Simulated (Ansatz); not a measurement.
# Arsenene bilayer (AB) in a perpendicular field, part 2 of 3

Wanted: the out-of-plane response of the arsenene bilayer (AB). A positive field points along +c.

Ansatz 0.2.0; plane-wave DFT, PBE-D3(BJ), Ansatz PAW (set soft_1); PAW set soft_1 (the session's first sound run).

So far. Step 2 (Relaxation): The lattice constant a goes from 3.610 to 3.670 Å.

**3. Single point, field 0**

A sawtooth potential applies the field, turning back in the middle of the vacuum. With the dipole correction the typed value is the field outside the slab. The induced dipole is small, so the SCF threshold is tight.

The cell differs from the one that the last finished run ended in (c 42.600 → 22.922 Å).

Input file input.yaml:

```yaml
crystal:
  lattice:
    - [3.6701503881, 0.0, 0.0]
    - [-1.835075194, 3.1784434718, 0.0]
    - [0.0, 0.0, 22.9217198462]
  atoms:
    - { symbol: As, position: [0.6666666667, 0.3333333333, 0.3926406945] }
    - { symbol: As, position: [0.3333333333, 0.6666666667, 0.4513507951] }
    - { symbol: As, position: [0.0, 0.0, 0.5486492049] }
    - { symbol: As, position: [0.6666666667, 0.3333333333, 0.6073593055] }
kpoints:
  mp_grid: { grid: [18, 18, 1] }
  band_path:
    path: [[0, 0, 0], [0.5, 0, 0], [0.33333333, 0.33333333, 0], [0, 0, 0]]
    npoints: 16
hamiltonian:
  xc: pbe
  dispersion: d3bj
  pseudopotentials: { kind: paw, azcp: { folder: soft_1 } }
scf:
  occupations: { method: fermi_dirac, width: 0.05 }
  convergence: { dr2_threshold: 1.0e-10 }
efield:
  axis: 3
  dipole_correction: true
  ramp_position: 0.97
  ramp_width: 0.06
  amplitude: 0
output:
  dos: { projected: true, e_range: [-6, 5] }
  bader: true
  write_potential: true
  write_density: true
  volumetric_format: npy
  elf: true
```

On the command line:

```bash
ansatz run input.yaml --threads 4 --pin off --max-ram 6144MiB --backend cpu --events-out ev --progress --plain --runs-dir out
```

Numbers of over 12 decimals in the logs are rounded to 6 here.

What it wrote:

```text
[...]
Crystal: 4 atoms, lattice volume = 267.390 Å³
Basis set: ecut = 420 eV, 5225 PW (Γ)
Bands: 36, of which v1, the nominal top of the filled ones, is band 30 counted from 1 (29 counted from 0)
Symmetry: 6 space group operations
k-points: 37 of 324 (time reversal used)
[...]
SCF iter   1: F=—  HF=-19425.734755 eV  |F-HF|=—  |Δ(HF+E_count)|=         —  Δρ=1.51e-2  dr2=4.69e-1  ethr=7.79e-4  p=0.000 e·Å  D=7.04e-14 V/Å  ΔV_dip=-0.00 eV  dr2_dipole=1.52e-12  V_vac-E_F(+/−)=4.80/4.80 eV  ⟨swp⟩=1.0  Hψ=7605  notcnv=0
efield: sawtooth ramp at fractional position 0.9700 (set: `efield.ramp_position`, or a place that a band, a saddle search or an elastic batch's reference lends), width 0.0600; the density the first Hamiltonian is built on has a dipole p = 0.000 e·Å; the dipole correction subtracts the counter field D = 7.04e-14 V/Å, which shifts the + side's vacuum level by -0.00 eV against the − side's; the planar-averaged density in the ramp window peaks in size at 4.2e-8 e/Å³
[...]
SCF iter   2: F=—  HF=-19425.710820 eV  |F-HF|=—  |Δ(HF+E_count)|=   2.39e-2  Δρ=2.86e-3  dr2=1.59e-1  ethr=7.79e-4  p=-0.000 e·Å  D=-2.50e-5 V/Å  ΔV_dip=0.00 eV  dr2_dipole=4.91e-7  V_vac-E_F(+/−)=3.87/3.87 eV  ⟨swp⟩=3.7  Hψ=2042  notcnv=0  defer=1
[...]
SCF iter  11: F=-19425.687851 eV  HF=-19425.687851 eV  |F-HF|=3.64e-11  |Δ(HF+E_count)|=  3.75e-10  Δρ=9.40e-8  dr2=3.01e-11  ethr=1.00e-12  p=-0.000 e·Å  D=-3.08e-7 V/Å  ΔV_dip=0.00 eV  dr2_dipole=2.72e-13  V_vac-E_F(+/−)=4.14/4.14 eV  ⟨swp⟩=6.6  Hψ=4174  notcnv=0
SCF 1 converged in 11 iterations: F = -19425.687851 eV  dr2 = 3.01e-11
[...]
NSCF: frozen V_eff on 49 k-points
efield: sawtooth ramp at fractional position 0.9700 (kept from the solve that this one continues, or follows in the run), width 0.0600; the density the first Hamiltonian is built on has a dipole p = -0.000 e·Å; the dipole correction subtracts the counter field D = -3.08e-7 V/Å, which shifts the + side's vacuum level by +0.00 eV against the − side's; the planar-averaged density in the ramp window peaks in size at 2.7e-8 e/Å³
WARN: The output density's exchange-correlation potential varies sharply where the density is thin. Do not read a vacuum level from v_tot or v_xc, or from such a field of the output density. On a cell that repeats whose density bears no net charge and no dipole along the vacuum's axis use v_es (v_loc + v_h of the components); under efield.dipole_correction with no amplitude use v_es + v_field, which holds any externa [...]
SCF converged after 11 iterations
Free energy (F): -19425.687851 eV
[...]
Internal energy: -19425.684002 eV  (E = F + TS)
E sigma→0 (E₀):  -19425.685927 eV
Entropy (-TS):   -0.003849 eV (-0.962 meV/atom)
Fermi energy:    0.549492 eV
Dipole field:    D = -0.000001 V/Å  (p = -0.000001 e·Å, saw-weighted, corrected)
Work function:   Φ+ = 4.1414 eV   Φ− = 4.1414 eV
Levels:          The Fermi level and band energies are counted from a zero that moves with the ramp; work functions are not
[...]
--- Band table (eV; the first three rows and the last of 37) ---
  k-point 0: bands = [... 26 lower, -1.1580, -0.9701, -0.9701, 0.0938, 0.6926, 1.9724, 1.9724, 2.5861, ... 2 higher]
  k-point 1: bands = [... 26 lower, -1.3212, -1.2984, -1.0052, 0.3621, 1.0940, 1.7325, 2.0651, 2.8022, ... 2 higher]
  k-point 2: bands = [... 26 lower, -1.5992, -1.5031, -1.1613, 0.3908, 1.2577, 2.2476, 2.2918, 2.5480, ... 2 higher]
  k-point 36: bands = [... 26 lower, -3.4057, -2.7987, -2.7987, -2.0860, 1.7585, 1.7585, 2.8040, 4.5837, ... 2 higher]
--- Bader charges: 4 sites ---
  site symbol  charge [e]  shift [e]
     0     As     -0.0213     0.0000
     1     As      0.0213     0.0000
     2     As      0.0213     0.0000
     3     As     -0.0213     0.0000
  estimated error of the sums over rays = 1.7e-4 e
```

Wall time 27 s (4 threads of Arm Neoverse V1, shared host); peak memory 0.74 GiB.

The column dr2 measures how far the density is from self-consistency, as an energy; F and HF (Harris–Foulkes) agree once it is small.

This step gave:

| Item | Value |
| --- | --- |
| energy at zero smearing | -19425.6859 eV |
| dipole along the normal | -1.35e-6 e·Å |
| gap along the path | 0.1101 eV |
| smallest direct gap along the path | 0.5988 eV |
| ionisation energy, upper face | 4.193 eV |
| electron affinity, upper face | 4.083 eV |
| gap, the smaller of path and mesh | 0.1098 eV |

Running mean over a fixed 2.7 Å (it still follows the layers) of the planar mean; the ramp of the sawtooth is left out. Electron's electrostatic potential energy less the Fermi level against z:

z (Å), electron's electrostatic potential energy less the Fermi level (eV) and a bar from the least value:
```
      3.5       4.14 ##############################
      4.0       4.14 ##############################
      4.5       4.14 ##############################
      5.0       4.14 ##############################
      5.5       4.12 ##############################
      6.0       4.08 ##############################
      6.5       3.90 #############################
      7.0       3.21 ##########################
      7.5       1.99 ######################
      8.0       0.66 ################
      8.5      -1.25 #########
      9.0      -2.63 ###
      9.5      -3.49 
     10.0      -3.41 
     10.5      -2.98 ##
     11.0      -2.53 ####
     11.5      -2.02 ######
     12.0      -2.65 ###
     12.5      -3.02 ##
     13.0      -3.49 
     13.5      -3.39 
     14.0      -2.46 ####
     14.5      -0.95 ##########
     15.0       0.90 #################
     15.5       2.18 ######################
     16.0       3.37 ###########################
     16.5       3.95 #############################
     17.0       4.09 ##############################
     17.5       4.13 ##############################
     18.0       4.14 ##############################
     18.5       4.14 ##############################
     19.0       4.14 ##############################
     19.5       4.14 ##############################
```

The density of states has structure finer than the step of the table below, so its rows give means over 0.25 eV, whole bins alone (the curve runs from -6 to 2.05 eV). Peaks (eV: height): -5.720: 7.45, -3.440: 6.15, -2.940: 6.02, -2.640: 5.91, -1.920: 5.19, 1.500: 5.36, 1.640: 6.44.

Density of states against energy, zero at the Fermi level of the run, which the smearing sets inside the gap; means over each step:

| energy (eV) | density of states (states/eV a cell) |
| --- | --- |
| -5.75 | 3.84 |
| -5.50 | 1.83 |
| -5.25 | 1.05 |
| -5.00 | 0.892 |
| -4.75 | 0.900 |
| -4.50 | 1.93 |
| -4.25 | 2.82 |
| -4.00 | 2.93 |
| -3.75 | 3.47 |
| -3.50 | 4.15 |
| -3.25 | 2.30 |
| -3.00 | 3.64 |
| -2.75 | 3.15 |
| -2.50 | 2.30 |
| -2.25 | 2.14 |
| -2.00 | 3.13 |
| -1.75 | 2.37 |
| -1.50 | 1.60 |
| -1.25 | 0.989 |
| -1.00 | 0.554 |
| -0.75 | 0.451 |
| -0.50 | 0.346 |
| -0.25 | 0.557 |
| 0.00 | 0.216 |
| 0.25 | 0.966 |
| 0.50 | 1.05 |
| 0.75 | 2.23 |
| 1.00 | 3.52 |
| 1.25 | 2.04 |
| 1.50 | 4.28 |
| 1.75 | 4.48 |

Projected DOS per atom over height of the atomic layer and energy from the Fermi level. Layers: As As As As from below.

Ten even steps from '_' (0.08 states/eV) to '@' (1.09 states/eV), each cell a mean:
```
%%++++%%
@@@@@@@@
++====++
**++++**
::....::
________
________
________
________
--....--
##====##
++====++
++====++
@@****@@
++++++++
%%####%%
##****##
++++++++
..::::..
__::::__
::====::
==####==
```
Columns: height of the atomic layer (Å) from 9 to 13.9 (not evenly spaced); rows upwards: energy from the Fermi level (eV) from -5.96 to 2.05.

Electronic bands along the path, in eV, zero at the Fermi level of the run, which the smearing sets inside the gap:

| point | band 27 | band 28 | band 29 | band 30 | band 31 | band 32 | band 33 | band 34 |
| --- | --- | --- | --- | --- | --- | --- | --- | --- |
| Γ | -1.71 | -1.52 | -1.52 | -0.46 | 0.14 | 1.42 | 1.42 | 2.04 |
| halfway | -3.00 | -2.37 | -2.20 | -1.33 | 0.48 | 1.77 | 2.21 | 2.49 |
| M | -3.73 | -3.41 | -3.03 | -1.90 | 0.26 | 1.07 | 1.68 | 2.16 |
| halfway | -4.18 | -4.05 | -2.81 | -2.01 | 0.73 | 1.83 | 1.87 | 2.96 |
| K | -3.96 | -3.35 | -3.35 | -2.64 | 1.21 | 1.21 | 2.25 | 4.03 |
| halfway | -3.67 | -3.52 | -1.99 | -1.03 | 0.88 | 1.90 | 2.35 | 2.54 |
| Γ | -1.71 | -1.52 | -1.52 | -0.46 | 0.14 | 1.42 | 1.42 | 2.04 |

Electrostatic potential energy in the ca plane at fractional y = 0.333, with atoms of As within 0.2 Å of it. With pseudopotentials it is smooth inside the atoms' cores, unlike the true potential.

Values in eV, 6 rows by 16 columns, each cell a mean:
```
  5   5   5   5   4  -4 -12  -1   2   2  -7 -12   1   5   5   5
  5   5   5   5   4  -7   0  -5   3   2  -8  -1  -3   5   5   5
  5   5   5   5   4  -8  -5  -4   3   2  -9  -6  -2   5   5   5
  5   5   5   5   4  -1  -8  -1   2   1  -4  -8   3   5   5   5
  5   5   5   5   4   3   1  -5   0  -3  -2   2   4   5   5   5
  5   5   5   5   4   3   0  -3   0  -2  -2   1   4   5   5   5
```
Columns run along c (16.0 Å, from fractional 0.13 to 0.83 of the cell; values clipped at the 3rd and 97th percentile), rows up along a (3.7 Å). Atoms in or near the plane, at fractional coordinates: As at (0.39, 0.67), As at (0.61, 0.67).

Valence density in the ca plane at fractional y = 0.333, with atoms of As within 0.2 Å of it. It is the smooth field of the valence electrons, not physical close to the nuclei.

Ten steps, logarithmic in the rise over the least value, from '0' (0 e/Å³) to '9' (29 e/Å³), each cell a mean:
```
00000000000000011221110000011222110000000000
00000000000000124542100000011355310000000000
00000000000000138973100000012599521000000000
00000000000000138973100000012699521000000000
00000000000000125642100000011366310000000000
00000000000000012221110000011222110000000000
00000000000000001111111000111111000000000000
00000000000000000011111111111100000000000000
00000000000000000011111111111100000000000000
00000000000000000111111001111111000000000000
```
Columns run along c (16.0 Å, from fractional 0.13 to 0.83 of the cell), rows up along a (3.7 Å). Atoms in or near the plane, at fractional coordinates: As at (0.39, 0.67), As at (0.61, 0.67).

ELF in the ca plane at fractional y = 0.333, with atoms of As within 0.2 Å of it. It is the smooth field of the valence electrons, not physical close to the nuclei.

Values, 6 rows by 16 columns, each cell a mean:
```
0.00 0.00 0.00 0.07 0.50 0.75 0.59 0.48 0.14 0.26 0.58 0.63 0.74 0.28 0.02 0.00
0.00 0.00 0.01 0.17 0.73 0.74 0.23 0.40 0.05 0.16 0.41 0.33 0.86 0.51 0.05 0.00
0.00 0.00 0.01 0.14 0.69 0.76 0.34 0.42 0.07 0.17 0.46 0.43 0.84 0.46 0.04 0.00
0.00 0.00 0.00 0.04 0.35 0.65 0.59 0.51 0.21 0.32 0.58 0.61 0.59 0.18 0.01 0.00
0.00 0.00 0.00 0.00 0.03 0.14 0.32 0.51 0.37 0.48 0.47 0.23 0.09 0.02 0.00 0.00
0.00 0.00 0.00 0.01 0.08 0.27 0.41 0.52 0.34 0.45 0.51 0.35 0.20 0.03 0.00 0.00
```
Columns run along c (16.0 Å, from fractional 0.13 to 0.83 of the cell), rows up along a (3.7 Å). Atoms in or near the plane, at fractional coordinates: As at (0.39, 0.67), As at (0.61, 0.67).

The gap is 0.11 eV, with the valence edge 4.19 eV and the conduction edge 4.08 eV under the upper vacuum level.

**4. Single point, field 0.1 V/Å**

input.yaml, as its differences from that of step 3:

```diff
@@ -25,8 +25,6 @@
   dipole_correction: true
-  ramp_position: 0.97
-  ramp_width: 0.06
-  amplitude: 0
+  ramp_position: 0.9516
+  ramp_width: 0.0969
+  amplitude: 0.1
 output:
-  dos: { projected: true, e_range: [-6, 5] }
-  bader: true
   write_potential: true
@@ -34,2 +32 @@
   volumetric_format: npy
-  elf: true
```

What it wrote:

```text
[...]
Crystal: 4 atoms, lattice volume = 267.390 Å³
Basis set: ecut = 420 eV, 5225 PW (Γ)
Bands: 36, of which v1, the nominal top of the filled ones, is band 30 counted from 1 (29 counted from 0)
Symmetry: 6 space group operations
k-points: 37 of 324 (time reversal used)
[...]
k-point 0: bands = [... 26 lower, -1.1589, -0.9708, -0.9708, 0.0926, 0.6920, 1.9716, 1.9716, 2.5852, ... 2 higher]
  k-point 1: bands = [... 26 lower, -1.3218, -1.2993, -1.0059, 0.3611, 1.0933, 1.7317, 2.0642, 2.8012, ... 2 higher]
  k-point 2: bands = [... 26 lower, -1.6001, -1.5039, -1.1621, 0.3899, 1.2567, 2.2466, 2.2910, 2.5471, ... 2 higher]
  k-point 36: bands = [... 26 lower, -3.4066, -2.8027, -2.7963, -2.0867, 1.7533, 1.7621, 2.8031, 4.5768, ... 2 higher]
[key lines of the parts left out:]
SCF converged after 11 iterations
Free energy (F): -19425.690249 eV
Fermi energy:    0.548625 eV
Dipole field:    D = 0.032455 V/Å  (p = 0.047959 e·Å, saw-weighted, corrected)
```

It took 17 s on 4 threads; peak memory 0.71 GiB; 67 s of CPU time.

The dipole is 0.0480 e·Å, and the gap 0.110 eV.

**5. Single point, field -0.1 V/Å**

input.yaml, as its differences from that of step 4:

```diff
@@ -27,3 +27,3 @@
   ramp_width: 0.0969
-  amplitude: 0.1
+  amplitude: -0.1
 output:
```

What it wrote:

```text
[...]
Crystal: 4 atoms, lattice volume = 267.390 Å³
Basis set: ecut = 420 eV, 5225 PW (Γ)
Bands: 36, of which v1, the nominal top of the filled ones, is band 30 counted from 1 (29 counted from 0)
Symmetry: 6 space group operations
k-points: 37 of 324 (time reversal used)
[...]
k-point 0: bands = [... 26 lower, -1.1587, -0.9706, -0.9706, 0.0928, 0.6922, 1.9717, 1.9717, 2.5853, ... 2 higher]
  k-point 1: bands = [... 26 lower, -1.3216, -1.2992, -1.0058, 0.3612, 1.0934, 1.7318, 2.0644, 2.8013, ... 2 higher]
  k-point 2: bands = [... 26 lower, -1.5999, -1.5037, -1.1619, 0.3901, 1.2568, 2.2467, 2.2911, 2.5473, ... 2 higher]
  k-point 36: bands = [... 26 lower, -3.4064, -2.8026, -2.7962, -2.0865, 1.7535, 1.7622, 2.8033, 4.5770, ... 2 higher]
[key lines of the parts left out:]
SCF converged after 11 iterations
Free energy (F): -19425.690249 eV
Fermi energy:    0.548777 eV
Dipole field:    D = -0.032455 V/Å  (p = -0.047959 e·Å, saw-weighted, corrected)
```

Wall time 17 s (4 threads); peak memory 0.7 GiB; 66 s of CPU time.

The dipole is -0.0480 e·Å, and the gap 0.110 eV.

**6. Atoms held, field 0.2 V/Å**

input.yaml, as its differences from that of step 5:

```diff
@@ -27,3 +27,3 @@
   ramp_width: 0.0969
-  amplitude: -0.1
+  amplitude: 0.2
 output:
```

What it wrote:

```text
[...]
Crystal: 4 atoms, lattice volume = 267.390 Å³
Basis set: ecut = 420 eV, 5225 PW (Γ)
Bands: 36, of which v1, the nominal top of the filled ones, is band 30 counted from 1 (29 counted from 0)
Symmetry: 6 space group operations
k-points: 37 of 324 (time reversal used)
[...]
k-point 0: bands = [... 26 lower, -1.1615, -0.9727, -0.9727, 0.0893, 0.6904, 1.9693, 1.9693, 2.5826, ... 2 higher]
  k-point 1: bands = [... 26 lower, -1.3235, -1.3018, -1.0079, 0.3580, 1.0912, 1.7293, 2.0619, 2.7983, ... 2 higher]
  k-point 2: bands = [... 26 lower, -1.6025, -1.5060, -1.1642, 0.3875, 1.2538, 2.2435, 2.2886, 2.5445, ... 2 higher]
  k-point 36: bands = [... 26 lower, -3.4090, -2.8081, -2.7953, -2.0886, 1.7466, 1.7641, 2.8006, 4.5683, ... 2 higher]
[key lines of the parts left out:]
SCF converged after 11 iterations
Free energy (F): -19425.697444 eV
Fermi energy:    0.546165 eV
Dipole field:    D = 0.064933 V/Å  (p = 0.095950 e·Å, saw-weighted, corrected)
```

Wall time 17 s (4 threads); peak memory 0.7 GiB.

The dipole is 0.0960 e·Å, and the gap 0.110 eV.

**7. Atoms held, field -0.2 V/Å**

input.yaml, as its differences from that of step 6:

```diff
@@ -27,3 +27,3 @@
   ramp_width: 0.0969
-  amplitude: 0.2
+  amplitude: -0.2
 output:
```

What it wrote:

```text
[...]
Crystal: 4 atoms, lattice volume = 267.390 Å³
Basis set: ecut = 420 eV, 5225 PW (Γ)
Bands: 36, of which v1, the nominal top of the filled ones, is band 30 counted from 1 (29 counted from 0)
Symmetry: 6 space group operations
k-points: 37 of 324 (time reversal used)
[...]
k-point 0: bands = [... 26 lower, -1.1612, -0.9724, -0.9724, 0.0896, 0.6907, 1.9696, 1.9696, 2.5829, ... 2 higher]
  k-point 1: bands = [... 26 lower, -1.3232, -1.3015, -1.0076, 0.3583, 1.0915, 1.7296, 2.0622, 2.7986, ... 2 higher]
  k-point 2: bands = [... 26 lower, -1.6022, -1.5057, -1.1639, 0.3878, 1.2541, 2.2438, 2.2889, 2.5448, ... 2 higher]
  k-point 36: bands = [... 26 lower, -3.4087, -2.8078, -2.7950, -2.0883, 1.7469, 1.7644, 2.8009, 4.5686, ... 2 higher]
[key lines of the parts left out:]
SCF converged after 11 iterations
Free energy (F): -19425.697444 eV
Fermi energy:    0.546471 eV
Dipole field:    D = -0.064933 V/Å  (p = -0.095951 e·Å, saw-weighted, corrected)
```

Elapsed: 17 s, on 4 threads; peak memory 0.7 GiB; 68 s of CPU time.

The dipole is -0.0960 e·Å, and the gap 0.110 eV.

**8. Single point, field 0.35 V/Å**

input.yaml, as its differences from that of step 7:

```diff
@@ -25,6 +25,8 @@
   dipole_correction: true
-  ramp_position: 0.9516
-  ramp_width: 0.0969
-  amplitude: -0.2
+  ramp_position: 0.926
+  ramp_width: 0.148
+  amplitude: 0.35
 output:
+  dos: { projected: true, e_range: [-6, 5] }
+  bader: true
   write_potential: true
@@ -32 +34,2 @@
   volumetric_format: npy
+  elf: true
```

What it wrote:

```text
[...]
Crystal: 4 atoms, lattice volume = 267.390 Å³
Basis set: ecut = 420 eV, 5225 PW (Γ)
Bands: 36, of which v1, the nominal top of the filled ones, is band 30 counted from 1 (29 counted from 0)
Symmetry: 6 space group operations
k-points: 37 of 324 (time reversal used)
[...]
k-point 2: bands = [... 26 lower, -1.6088, -1.5118, -1.1697, 0.3808, 1.2458, 2.2349, 2.2825, 2.5372, ... 2 higher]
  k-point 36: bands = [... 26 lower, -3.4155, -2.8188, -2.7963, -2.0937, 1.7339, 1.7645, 2.7940, 4.5524, ... 2 higher]
--- Bader charges: 4 sites ---
  site symbol  charge [e]  shift [e]
     0     As     -0.0486     0.0000
     1     As      0.0309     0.0000
     2     As      0.0114     0.0000
     3     As      0.0063     0.0000
  estimated error of the sums over rays = 1.7e-4 e
[key lines of the parts left out:]
SCF converged after 11 iterations
Free energy (F): -19425.717243 eV
Fermi energy:    0.539604 eV
Dipole field:    D = 0.113742 V/Å  (p = 0.168076 e·Å, saw-weighted, corrected)
```

Run time: 27 s. Hardware: 4 threads; peak memory 0.71 GiB; 1.8 min of CPU time.

The dipole is 0.168 e·Å, and the gap 0.111 eV.

(Continued in part 3 of 3.)

[Logs are printed without paths, hosts, clocks, repeated set-up lines and the standing remarks that a program may print on its own settings, such as how far it seeks lower states.]

[Hosts, paths, dates, database ids (printed as entryN), source tags and the programs' standing remarks are cut or masked in the printed files.]

[Maps of the electrostatic potential energy from Ansatz leave out the sawtooth potential of an applied field or a dipole correction, so their vacuum need not be flat; planar profiles and work functions include it.]

[The density of states shown here was stored with 400 of the rows of the run's finer table, so its peaks can read low, often by over a quarter, or be missed, and its means over a window can be off by a tenth or more.]
